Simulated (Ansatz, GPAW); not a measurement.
# Optical response of CrPbS3 (model structure), part 3 of 3

Aim: the dielectric function of CrPbS3 (model structure), and the optical constants that follow from it. The structure is a model built here, which may or may not match a known phase. It was built so: All O replaced by S in the Pm-3m structure of CrPbO3. The cell is first relaxed with Ansatz.

GPAW 26.7.0; DFT, revPBE, plane-wave PAW (GPAW data sets), scalar-relativistic, RPA, optical limit.

So far. Step 3 (Ground state): There are states at the Fermi level within the smearing, so the occupations stay smeared and the carriers get a Drude term.

### 5. Dielectric function, RPA

Transitions between filled and empty bands, summed over the zone, give the optical response, so mesh, band count and broadening shape it.

The induced potential is part of this response.

This step: DFT, revPBE, plane-wave PAW (GPAW data sets), scalar-relativistic, RPA, optical limit (GPAW 26.7.0).

Input file df.py:

```python
from gpaw.response.df import DielectricFunction

df = DielectricFunction('full.gpw', frequencies={'type': 'nonlinear', 'domega0': 0.03, 'omega2': 8},
                        ecut=50,
                        eta=0.05,
                        nbands=54,
                        rate=0.1,
                        txt='df.txt')
for direction in ['x']:
    df.get_dielectric_function(xc='RPA', direction=direction, filename=f'df_{direction}.csv')
```

Launch:

```console
> OMP_NUM_THREADS=1 python df.py
```

The program printed:

```text
Using integrator: PointIntegrator
NonLinearFrequencyDescriptor(from 0.000 to 37.517 eV, 426 points)
Nonperiodic BCs:  [False False False]
Using integrator: PointIntegrator
NonLinearFrequencyDescriptor(from 0.000 to 37.517 eV, 426 points)
Nonperiodic BCs:  [False False False]
Using integrator: PointIntegrator

Calculating chi0 body with:
    Ground state adapter containing:
    Number of spins: 2
    Number of kpoints: 512
    Number of irreducible kpoints: 35
    Number of completely occupied states: 15
    Number of partially occupied states: 23

    Linear response parametrization:
    q_c: [0.0, 0.0, 0.0]
    Number of frequency points: 426
    Planewave cutoff: 50.0
    Number of bands: 54
    Number of planewaves: 81
    Broadening (eta): 0.05

Integrating chi0 body.

Symmetries of q_c:
    Direct symmetries (Uq -> q): 48
    Indirect symmetries (TUq -> q): 0
In total 48 allowed symmetries.

35 groups of equivalent kpoints. 93.1640625% reduction.

Integral kind: spectral function

Calculating chi0 optical extensions with:
    Ground state adapter containing:
    Number of spins: 2
    Number of kpoints: 512
    Number of irreducible kpoints: 35
    Number of completely occupied states: 15
    Number of partially occupied states: 23

    Linear response parametrization:
    Number of frequency points: 426
    Planewave cutoff: 50.0
    Number of bands: 54
    Number of planewaves: 81
    Broadening (eta): 0.05
Integrating chi0 head and wings.

Symmetries of q_c:
    Direct symmetries (Uq -> q): 48
    Indirect symmetries (TUq -> q): 0
In total 48 allowed symmetries.

35 groups of equivalent kpoints. 93.1640625% reduction.

Integral kind: spectral function wings

Calculating drude chi0 with:
    Number of frequency points:426
    Plasma frequency decay rate: 0.1 eV

    Ground state adapter containing:
    Number of spins: 2
    Number of kpoints: 512
    Number of irreducible kpoints: 35
    Number of completely occupied states: 15
    Number of partially occupied states: 23

Symmetries of q_c:
    Direct symmetries (Uq -> q): 48
    Indirect symmetries (TUq -> q): 0
In total 48 allowed symmetries.

35 groups of equivalent kpoints. 93.1640625% reduction.

Integral kind: intraband
Plasma frequency:
[[2.99-0.j 0.  -0.j 0.  +0.j]
 [0.  +0.j 2.99-0.j 0.  +0.j]
 [0.  +0.j 0.  +0.j 2.99-0.j]]
```

Run time: 45 s. Hardware: 1 thread of Arm Neoverse V1, shared host; peak memory 0.44 GiB.

Some rows of df_x.csv (energy; Re and Im without local fields; Re and Im with them):

```text
0.000000, 1248.742694, -0.000000, 1247.105997, -0.000000
0.460735, -7.805465, 64.515760, -9.608210, 63.272292
0.943989, -8.015318, 7.618818, -8.969967, 7.542238
1.451455, 8.930878, 6.925057, 7.579470, 6.587687
1.984998, 11.940040, 19.107303, 10.577650, 17.750142
2.546682, -0.696682, 19.114114, -0.834759, 18.132548
3.138794, 4.549179, 10.765057, 3.794211, 9.814370
3.763875, 1.899379, 9.860316, 1.302229, 9.212839
4.424758, -0.431802, 7.146704, -0.913841, 6.387714
5.124608, -2.861332, 6.939481, -2.867540, 6.452140
5.866977, -1.666215, 3.909673, -1.786506, 3.549429
6.655862, 0.060155, 2.674299, -0.228954, 2.332703
7.495775, 1.755192, 3.135065, 1.174244, 2.592016
8.391833, 0.934460, 3.753955, 0.454233, 2.954560
9.349861, 0.829332, 3.480859, 0.414770, 2.627831
10.376517, 0.762546, 3.806217, 0.049406, 2.644798
11.479449, -1.225321, 3.607625, 0.285150, 2.342757
12.667487, -0.867210, 2.518102, -1.173557, 3.651276
13.950874, -0.963815, 2.307275, -0.141197, 1.454621
```

Sum at mesh points, not converged in k. The Im ε, E ∥ x by photon energy; read off at these points:

photon energy (eV), Im ε, E ∥ x and a bar:
```
      0.5       67.5 ##############################
      1.0        7.1 ###
      1.5        6.8 ##
      2.0       17.7 #######
      2.5       19.8 ########
      3.0        7.8 ###
      3.5       10.1 ####
      4.0       10.1 ####
      4.5        6.7 ##
      5.0        7.7 ###
      5.5        4.6 #
      6.0        3.1 #
      6.5        1.9 
      7.0        1.8 
      7.5        2.6 #
      8.0        3.7 #
      8.5        2.9 #
      9.0        3.8 #
      9.5        2.8 #
     10.0        2.9 #
     10.5        2.6 #
     11.0        2.6 #
     11.5        2.4 
     12.0        2.1 
     12.5        3.1 #
     13.0        1.6 
     13.5        1.5 
     14.0        1.4 
     14.5        1.4
```

Values under 1 per cm are given as 1; sum at mesh points, not converged in k. The absorption coefficient, E ∥ x by photon energy:

```csv
photon energy (eV),"absorption coefficient, E ∥ x (1/cm)"
0.492,3.2e5
1.010,2.6e5
1.486,1.8e5
1.985,4.5e5
2.508,7.6e5
3.018,5.4e5
3.510,7.3e5
3.980,9.1e5
4.516,8.4e5
4.981,1.1e6
5.515,1.2e6
6.021,9.4e5
6.494,7.1e5
6.985,5.6e5
7.496,6.9e5
8.026,1.0e6
8.516,9.4e5
9.023,1.3e6
9.483,1.0e6
10.026,1.1e6
10.519,1.2e6
11.029,1.2e6
11.479,1.2e6
12.023,1.2e6
12.504,1.4e6
13.000,1.5e6
13.512,1.4e6
14.040,1.3e6
14.493,1.2e6
```

Sum at mesh points, not converged in k. Table of Im ε, E ∥ x by photon energy; read off at these points:

```csv
photon energy (eV),without local fields,with local fields
0.5,69.0,67.5
1.0,7.18,7.14
1.5,7.13,6.81
2.0,19.1,17.7
2.5,21.2,19.8
3.0,8.47,7.79
3.5,11.0,10.1
4.0,11.3,10.1
4.5,7.69,6.70
5.0,8.49,7.67
5.5,4.82,4.59
6.0,3.40,3.05
6.5,2.26,1.93
7.0,2.12,1.84
7.5,3.16,2.62
8.0,4.64,3.72
8.5,3.72,2.88
9.0,4.82,3.82
9.5,3.79,2.75
10.0,3.89,2.87
10.5,4.16,2.56
11.0,4.86,2.62
11.5,3.55,2.38
12.0,2.85,2.12
12.5,2.64,3.10
13.0,2.31,1.59
13.5,2.30,1.50
14.0,2.26,1.45
14.5,2.07,1.39
```

The loss function −Im 1/ε at q → 0, E ∥ x has structure finer than the step of the table below, so its rows give means over 0.5 eV, whole bins alone (the curve runs from 0.305 to 15.0 eV). Peaks (eV: height): 1.25: 0.182, 6.93: 0.522, 7.38: 0.406, 8.64: 0.361, 9.75: 0.436, 12.02: 0.473, 14.31: 0.778.

Sum at mesh points, not converged in k. Loss function −Im 1/ε at q → 0, E ∥ x against energy loss; means over each step:

```csv
energy loss (eV),"loss function −Im 1/ε at q → 0, E ∥ x"
1.0,0.0926
1.5,0.0753
2.0,0.0415
2.5,0.0638
3.0,0.100
3.5,0.105
4.0,0.108
4.5,0.140
5.0,0.132
5.5,0.169
6.0,0.258
6.5,0.419
7.0,0.418
7.5,0.341
8.0,0.297
8.5,0.336
9.0,0.311
9.5,0.370
10.0,0.349
10.5,0.400
11.0,0.391
11.5,0.422
12.0,0.445
12.5,0.311
13.0,0.458
13.5,0.605
14.0,0.703
14.5,0.723
```

The reflectivity at normal incidence, E ∥ x has structure finer than the step of the table below, so its rows give means over 0.5 eV, whole bins alone (the curve runs from 0.305 to 15.0 eV). Peaks (eV: height): 2.55: 53.0, 4.07: 44.7, 5.51: 50.3, 9.09: 28.0, 12.83: 39.7.

Sum at mesh points, not converged in k. Table of reflectivity at normal incidence, E ∥ x by photon energy; means over each step:

```csv
photon energy (eV),"reflectivity at normal incidence, E ∥ x (%)"
1.0,56.8
1.5,28.3
2.0,44.8
2.5,46.9
3.0,40.0
3.5,39.0
4.0,41.7
4.5,38.4
5.0,42.7
5.5,45.6
6.0,38.8
6.5,28.3
7.0,16.1
7.5,17.4
8.0,20.1
8.5,19.2
9.0,22.4
9.5,20.0
10.0,19.9
10.5,21.4
11.0,19.5
11.5,20.3
12.0,18.1
12.5,24.5
13.0,32.8
13.5,26.2
14.0,21.1
14.5,17.8
```

Optical constants at common wavelengths, from n + ik = √ε:

```csv
wavelength (nm),n,k,R (%),1/α
1064,1.68,1.799,35.5,47 nm
800,2.97,1.116,30.1,57 nm
532,3.19,2.055,41.4,21 nm
405,2.36,1.779,34.7,18 nm
308,2.15,2.347,44.3,10 nm
248,1.78,2.159,42.6,9.1 nm
193,0.80,1.228,32.7,13 nm
```

In reflection the computed colour is light grey: x = 0.313, y = 0.326, luminous reflectivity 45 %.

### 6. What came out

In words: At this level (revPBE, RPA) CrPbS3 is a metal. The mesh is too coarse to trust the carriers' weight, the reflectivity or the colour to better than tens of per cent. The cell shrank by 2.8 % in volume. In reflection the computed colour is light grey: x = 0.313, y = 0.326, luminous reflectivity 45 %. The carriers' damping of 0.1 eV is typed, not computed; it shapes the response at the lowest energies. Spin-orbit coupling is left out although heavy atoms are present. The magnetic state comes from one start and need not be the lowest. In this version of GPAW the matrix elements of the optical limit are incomplete, which can lower ε − 1 by up to a tenth where first-row anions or d states rule, and shift it by more in d metals. GPAW's carrier term has the form −ωp²/(ω + i·rate)², which damps like twice the rate and fails at low energy, so the curves leave the lowest energies out. The sum runs over mesh points 0.17 Å⁻¹ apart with no interpolation, so peaks are partly noise of the mesh, and the Drude plasma energy, a sum over the Fermi surface, isn't converged.

[Machine, clock and banner lines and Python warnings are left out of the logs.]

[Logs are printed without paths, hosts, clocks, repeated set-up lines and the standing remarks that a program may print on its own settings, such as how far it seeks lower states.]

[Hosts, paths, dates, database ids (printed as entryN), source tags and the programs' standing remarks are cut or masked in the printed files.]
